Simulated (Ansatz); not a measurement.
**(SiC)2(MgO)2 [0001] superlattice, started as wurtzite: following an unstable mode**

Wanted: the energy along a soft mode of (SiC)2(MgO)2 [0001] superlattice, started as wurtzite and the structure at the end.

Calculated with Ansatz 0.2.0; DFT PBE, scalar-relativistic, plane waves, PAW.

Most raw output is cut from this account.

The structure was built from a prototype and need not be the compound's stable phase.

**1. The structure**

The structure is trigonal, space group P3m1 (No. 156). The conventional cell has a = 3.244 Å, b = 3.244 Å, c = 10.713 Å, α = 90.00°, β = 90.00°, γ = 120.00°. Nearest to C lie 4 Si at 1.84 to 2.00 Å. Nearest to C lie 1 Si at 1.81 Å and 3 Mg at 2.11 Å. Mg has 1 O at 2.05 Å and 3 C at 2.11 Å nearest. Mg has 4 O at 1.96 to 2.17 Å nearest. O has 4 Mg at 1.96 to 2.05 Å nearest. O has 3 Si at 1.97 Å and 1 Mg at 2.17 Å nearest. Farther neighbours and most contacts between anions are not listed.

**2. Linear response at the zone centre**

The cell comes from relaxations at this level that are not shown. The zone centre is the only wavevector solved here; it holds the modes that light can see, as far as symmetry allows. No field response is asked, since the mesh shows no gap.

Contents of input.yaml:

```yaml
crystal:
  lattice:
    - [3.243695355, 0.0, 0.0]
    - [-1.6218476775, 2.8091225796, 0.0]
    - [0.0, 0.0, 10.7126345066]
  atoms:
    - { symbol: C, position: [0.3333333333, 0.6666666667, 0.1797329674] }
    - { symbol: C, position: [0.6666666667, 0.3333333333, 0.4135703993] }
    - { symbol: Mg, position: [0.3333333333, 0.6666666667, 0.5050103588] }
    - { symbol: Mg, position: [0.6666666667, 0.3333333333, 0.7501083336] }
    - { symbol: O, position: [0.3333333333, 0.6666666667, 0.6960118332] }
    - { symbol: O, position: [0.6666666667, 0.3333333333, 0.9523989526] }
    - { symbol: Si, position: [0.3333333333, 0.6666666667, 0.008125332] }
    - { symbol: Si, position: [0.6666666667, 0.3333333333, 0.245041823] }
kpoints:
  mp_grid: { grid: [12, 12, 4] }
hamiltonian:
  xc: pbe
scf:
  occupations: { method: methfessel_paxton, width: 0.2 }
output:
  eigenvalues: true
phonons:
  method: dfpt
```

Started as:

```sh
$ ansatz run input.yaml --threads 8 --pin off --max-ram 14336MiB --backend cpu --events-out ev --progress --plain --runs-dir out
```

Wall time 94 s (8 threads of Arm Neoverse V2, shared host); peak memory 1.9 GiB; 11 min of CPU time.

This step gave:

- volume per atom: 12.20 Å³
- gap on the k-mesh: 0 eV
- sum-rule residual before enforcement: 0.002832 eV/Å²
- point group: 3m
- highest optical mode at the zone centre (no LO-TO term): 888.2 cm⁻¹
- lowest optical zone-centre mode: -105.3 cm⁻¹

Patterns of degenerate modes are one choice out of their space. The modes at Γ (shares of kinetic energy by element, %) (negative means imaginary):

```csv
mode,frequency (cm⁻¹),symmetry,C %,Mg %,O %,Si %
1,-105.3,E,1,3,43,54
2,-105.3,E,1,3,43,54
3,0.0,acoustic,15,30,20,35
4,0.0,acoustic,15,30,20,35
5,0.0,acoustic,15,30,20,35
6,105.6,E,4,33,49,14
7,105.6,E,4,33,49,14
8,139.3,E,18,52,17,13
9,139.3,E,18,52,17,13
10,190.2,E,18,14,10,58
11,190.2,E,18,14,10,58
12,221.1,A1,9,54,7,31
13,313.2,A1,6,38,38,18
14,423.3,A1,0,48,42,9
15,434.2,A1,0,21,75,4
16,502.0,A1,11,7,18,64
17,505.5,E,71,29,0,0
18,505.5,E,71,29,0,0
19,536.0,E,0,39,61,0
20,536.0,E,0,39,61,0
21,562.9,E,73,0,0,27
22,562.9,E,73,0,0,27
23,789.6,A1,83,0,0,16
24,888.2,A1,75,2,1,23
```

Displacements in mode 2 (-105.3 cm⁻¹), the largest set to 1:
```
C1   0.00  0.11  0.00
C2   0.00 -0.11  0.00
Mg3  0.00 -0.10  0.00
Mg4  0.00 -0.18  0.00
O5   0.00 -0.18  0.00
O6   0.01 -1.00  0.00
Si7 -0.01  0.85  0.00
Si8  0.00  0.06  0.00
```

Displacements in mode 8 (139.3 cm⁻¹), the largest set to 1:
```
C1   0.06  0.16  0.00
C2   0.35  0.94  0.00
Mg3  0.38  1.00  0.00
Mg4 -0.21 -0.55  0.00
O5  -0.19 -0.50  0.00
O6  -0.24 -0.64  0.00
Si7 -0.17 -0.46  0.00
Si8  0.10  0.26  0.00
```

Before it was imposed, the acoustic sum rule was missed by 0.0028 eV/Å². Small misses are needed for a sound result but don't prove that mesh and cutoff are converged. The lowest optical mode is imaginary, 105.3i cm⁻¹, so the energy falls along it.

**3. The mode frozen in, largest atomic shift 0 Å**

The mode followed lies at Γ with frequency 105.3i cm⁻¹ and is 2-fold degenerate, the softest among the wavevectors solved. At small amplitude the distorted cell has space group no. 1 by a symmetry search on the positions. The undistorted cell that holds it gives the zero of energy on the same k mesh.

Edit input.yaml of step 2 so:

```diff
@@ -21,4 +21,4 @@
 output:
+  forces: true
+  stress: true
   eigenvalues: true
-phonons:
-  method: dfpt
```

Elapsed: 2.3 s, on 8 threads; peak memory 0.51 GiB; 17 s of CPU time.

This step gave:

```
pressure                         : -3.80e-4 GPa
energy from the undistorted cell : 0 meV/atom
```

The run ends at a pressure of 0.00 GPa, with forces up to 0.0011 eV/Å.

**4. The mode frozen in, largest atomic shift 0.08 Å**

The atoms are moved along the unstable eigenvector, the largest shift by 0.08 Å, with the cell fixed.

Contents of input.yaml:

```yaml
crystal:
  lattice:
    - [3.243695355, 0.0, 0.0]
    - [-1.6218476775, 2.8091225796, 0.0]
    - [0.0, 0.0, 10.7126345066]
  atoms:
    - { symbol: C, position: [0.3306441485, 0.666713987, 0.1797329674] }
    - { symbol: C, position: [0.6693091661, 0.3332868345, 0.4135703993] }
    - { symbol: Mg, position: [0.3358975963, 0.6666215446, 0.5050103588] }
    - { symbol: Mg, position: [0.6710422061, 0.3332563391, 0.7501083336] }
    - { symbol: O, position: [0.3377269702, 0.6665893539, 0.6960118332] }
    - { symbol: O, position: [0.6911120053, 0.3329031804, 0.9523989526] }
    - { symbol: Si, position: [0.3124756869, 0.6670336887, 0.008125332] }
    - { symbol: Si, position: [0.665110002, 0.3333607252, 0.245041823] }
kpoints:
  mp_grid: { grid: [12, 12, 4] }
hamiltonian:
  xc: pbe
scf:
  occupations: { method: methfessel_paxton, width: 0.2 }
output:
  forces: true
  stress: true
  eigenvalues: true
```

Run time: 9.2 s. Hardware: 8 threads; peak memory 0.93 GiB.

This step gave:

```
pressure                         : 0.3337 GPa
energy from the undistorted cell : -0.285 meV/atom
```

The energy, extrapolated to zero smearing, is -0.28 meV/atom against the undistorted cell.

The run ends at a pressure of 0.33 GPa, with forces up to 0.14 eV/Å.

**5. Energy along the mode, all amplitudes (two of the runs are shown above)**

An imaginary frequency means negative curvature, so the energy should fall and then rise again as anharmonic terms take over.

This step gave:

| Quantity | Value |
| --- | --- |
| depth at the lowest point sampled | 0.285 meV/atom |
| largest atomic shift at that point | 0.08 Å |

Energy from the parent against largest shift of an atom, one sign:

```csv
"largest shift of an atom, one sign (Å)",energy from the parent (meV/atom)
0.0000,0
0.0400,-0.173
0.0800,-0.285
0.1400,1.89
0.2200,16.4
```

Displacement at unit largest shift by atom:

```csv
atom,x (Å),y (Å),z (Å),size
C1,-0.11,0.00,0.00,0.11
C2,0.11,0.00,0.00,0.11
Mg3,0.10,0.00,0.00,0.11
Mg4,0.18,0.00,0.00,0.18
O5,0.18,0.00,0.00,0.18
O6,1.00,-0.01,0.00,1.00
Si7,-0.85,0.01,0.00,0.85
Si8,-0.06,0.00,0.00,0.06
```

The lowest of the steps tried is at 0.08 Å, 0.285 meV/atom below the parent; the bottom of the well need not coincide with a step.

**6. Relaxation from the frozen mode**

Starting from the lowest point found, all atoms and the cell are let go, so that strain and other modes of the same symmetry can join in.

Edit input.yaml of step 4 so:

```diff
@@ -24 +24,6 @@
   eigenvalues: true
+relax:
+  adjacent_minimum: "off"
+  f_tol: 0.002
+  max_steps: 120
+  cell: { stress_tol: 0.03 }
```

Elapsed: 6.7 min, on 8 threads; peak memory 1.1 GiB.

Step by step (22 of 39):

```csv
step,energy less that of the first step (eV),largest force component (eV/Å),pressure (GPa),volume (Å³)
1,0.0000,0.1378,0.33,97.61
3,-0.0096,0.1263,-0.29,98.00
5,-0.0142,0.0703,-0.15,97.86
6,-0.0149,0.0645,0.09,97.75
8,-0.0162,0.0241,0.01,97.93
10,-0.0189,0.1149,0.19,97.98
12,-0.0226,0.0911,0.11,98.29
14,-0.0303,0.1050,0.32,98.90
15,0.0093,0.8457,-1.25,100.06
17,-0.0324,0.0413,0.02,99.41
19,-0.0274,0.4504,-0.71,100.39
21,-0.0550,0.1375,-0.07,99.64
23,-0.0405,1.0851,0.46,97.71
25,-0.0917,0.1602,0.36,97.96
26,-0.1092,0.1038,0.12,97.18
28,-0.1173,0.0993,0.06,96.91
30,-0.1205,0.0476,0.02,97.03
32,-0.1209,0.0026,0.00,97.03
34*,-0.1405,0.0020,0.25,97.02
35,-0.1418,0.0066,0.04,97.19
37*,-0.1423,0.0011,0.01,97.22
39*,-0.1423,0.0002,0.00,97.23
```

Relaxation steps marked * repeat the geometry before them on a plane-wave basis chosen anew for their cell, so energy and pressure can jump there. Other such steps can lie between the rows shown. Relaxation steps 11, 15, 16, 19, 23, 27 were tried and not accepted.

```csv
cell as run,before,after,change
a (Å),3.244,3.247,+0.1 %
b (Å),3.244,3.247,+0.1 %
c (Å),10.713,10.814,+0.9 %
α (°),90.00,81.37,-9.6 %
β (°),90.00,98.63,+9.6 %
volume (Å³/atom),12.20,12.15,-0.4 %
```

The atoms that moved most (Å, as changes of fractional coordinates times the final cell):

```csv
atom,dx,dy,dz,length
O6,0.711,-0.453,-0.026,0.844
Si7,-0.673,0.430,0.041,0.800
C1,-0.455,0.270,0.027,0.530
Mg4,0.449,-0.264,-0.013,0.521
O5,0.359,-0.212,-0.032,0.418
Si8,-0.354,0.210,0.001,0.412
C2,-0.094,0.052,-0.008,0.108
Mg3,0.057,-0.034,0.009,0.067
```

Final coordinates:

```cif
data_structure
_symmetry_space_group_name_H-M 'P 1'
_symmetry_Int_Tables_number 1
_cell_length_a 3.2466
_cell_length_b 3.2466
_cell_length_c 10.8136
_cell_angle_alpha 81.370
_cell_angle_beta 98.630
_cell_angle_gamma 119.992
_cell_volume 97.23
loop_
_atom_site_label
_atom_site_type_symbol
_atom_site_fract_x
_atom_site_fract_y
_atom_site_fract_z
_atom_site_occupancy
C1 C 0.23806 0.76357 0.17794 1
C2 C 0.64941 0.35223 0.41195 1
Mg3 Mg 0.34750 0.65413 0.50636 1
Mg4 Mg 0.76314 0.23851 0.75319 1
O5 O 0.41088 0.59076 0.69647 1
O6 O 0.83105 0.17058 0.95685 1
Si7 Si 0.18059 0.82104 0.00545 1
Si8 Si 0.59268 0.40895 0.24179 1
```

This step gave:

```
pressure        : 5.48e-4 GPa
volume per atom : 12.15 Å³
```

The distorted start has space group P1; the relaxation ends in R3m.

**7. The new phase in its own primitive cell**

The relaxed structure is symmetrised, reduced to its primitive cell and relaxed tightly, as its phonons need.

Contents of input.yaml:

```yaml
crystal:
  lattice:
    - [1.6233141837, 0.9372208809, 10.6500608692]
    - [-1.6233141837, 0.9372208809, 10.6500608692]
    - [0.0, -1.8744417618, 10.6500608692]
  atoms:
    - { symbol: C, position: [0.7034434112, 0.7034434112, 0.7034434112] }
    - { symbol: C, position: [0.1147810464, 0.1147810464, 0.1147810464] }
    - { symbol: Mg, position: [0.8129167992, 0.8129167992, 0.8129167992] }
    - { symbol: Mg, position: [0.2285260442, 0.2285260442, 0.2285260442] }
    - { symbol: O, position: [0.8762872, 0.8762872, 0.8762872] }
    - { symbol: O, position: [0.2964115837, 0.2964115837, 0.2964115837] }
    - { symbol: Si, position: [0.6459453651, 0.6459453651, 0.6459453651] }
    - { symbol: Si, position: [0.0580602109, 0.0580602109, 0.0580602109] }
kpoints:
  mp_grid: { grid: [12, 12, 12] }
hamiltonian:
  xc: pbe
scf:
  occupations: { method: methfessel_paxton, width: 0.2 }
output:
  forces: true
  stress: true
  eigenvalues: true
relax:
  adjacent_minimum: "off"
  f_tol: 0.001
  max_steps: 60
  cell: { stress_tol: 0.01 }
```

It took 19 s on 8 threads; peak memory 0.81 GiB; 2.4 min of CPU time.

Little changed from the start: no atom moved by 0.005 Å and no cell edge by 0.1 %.

This step gave:

- pressure: 0.004986 GPa

The largest force component left is 0.50 meV/Å and the pressure is 0.005 GPa, within the tolerances set. The cell now holds 12.15 Å³/atom.

**8. Modes of the new phase, k-mesh 12×12×12**

A relaxed structure may still be a saddle point, so its zone-centre modes are computed. No field response is asked, since the mesh shows no gap.

Contents of input.yaml:

```yaml
crystal:
  lattice:
    - [1.6233492154, 0.9372411065, 10.6500335866]
    - [-1.6233492154, 0.9372411065, 10.6500335866]
    - [0.0, -1.874482213, 10.6500335866]
  atoms:
    - { symbol: C, position: [0.7034435811, 0.7034435811, 0.7034435811] }
    - { symbol: C, position: [0.1147806794, 0.1147806794, 0.1147806794] }
    - { symbol: Mg, position: [0.8129165936, 0.8129165936, 0.8129165936] }
    - { symbol: Mg, position: [0.2285258193, 0.2285258193, 0.2285258193] }
    - { symbol: O, position: [0.8762874577, 0.8762874577, 0.8762874577] }
    - { symbol: O, position: [0.2964124485, 0.2964124485, 0.2964124485] }
    - { symbol: Si, position: [0.6459454983, 0.6459454983, 0.6459454983] }
    - { symbol: Si, position: [0.0580595827, 0.0580595827, 0.0580595827] }
kpoints:
  mp_grid: { grid: [12, 12, 12] }
hamiltonian:
  xc: pbe
scf:
  occupations: { method: methfessel_paxton, width: 0.2 }
output:
  eigenvalues: true
phonons:
  method: dfpt
```

Wall time 9.4 min (8 threads); peak memory 5.5 GiB.

The run was cut off at the time limit after its SCF cycle had converged; no result of it is taken.

The program's message: “Warning: RAYON_”

**9. The phases reached**

The phases reached along the modes that were followed are set side by side.

Energies are those of the first relaxation, on the mesh of the frozen mode; space group, volume and gap are those of the last relaxation. Phases, by row:

```csv
mode frozen in,space group,energy from parent (meV/atom),volume (Å³/atom),gap on mesh (eV),lowest zone-centre optical mode (cm⁻¹),largest shift (Å)
parent,P3m1,0,12.2,0,–,–
"q = (0, 0, 0), 105i cm⁻¹",R3m,-18.16,12.15,0,98.1,0.908
"q = (0, 0, 0), 105i cm⁻¹",R3m,-18.16,12.15,0,–,0.908
```

**10. What came out**

```
unstable mode of the parent                                                      : q = (0, 0, 0), 105i cm⁻¹
depth at the lowest point sampled                                                : 0.285 meV/atom
largest atomic shift at that point                                               : 0.08 Å
space group reached (within 0.01 Å)                                              : R3m
energy gained over the parent (first relaxation, on the mesh of the frozen mode) : 18.2 meV/atom
volume per atom, phase reached                                                   : 12.2 Å³
```

**Reading.** Along this mode the structure falls into R3m, 18.2 meV/atom below the parent. At the parent's cell the well is 0.285 meV/atom deep on the steps tried, with its lowest point at a shift of 0.08 Å. Relaxing atoms and cell changes the gain by +17.87 meV/atom against the lowest step (energies at zero smearing). Most of the total comes from this relaxation. The modes of the phase reached were not computed on this path. How so shallow a well moves with the k mesh was not tested. Each path keeps the symmetry of its pattern, so a lower phase may lie along a pattern not tried. With no gap, or one that is small against the smearing, the frequencies hang on the k mesh and the smearing, most of all near Kohn anomalies. The starting cell was built on a prototype and not taken from a measurement, so the phase need not exist.

[Logs are printed without paths, hosts, clocks, repeated set-up lines and the standing remarks that a program may print on its own settings, such as how far it seeks lower states.]

[Hosts, paths, dates, database ids (printed as entryN), source tags and the programs' standing remarks are cut or masked in the printed files.]
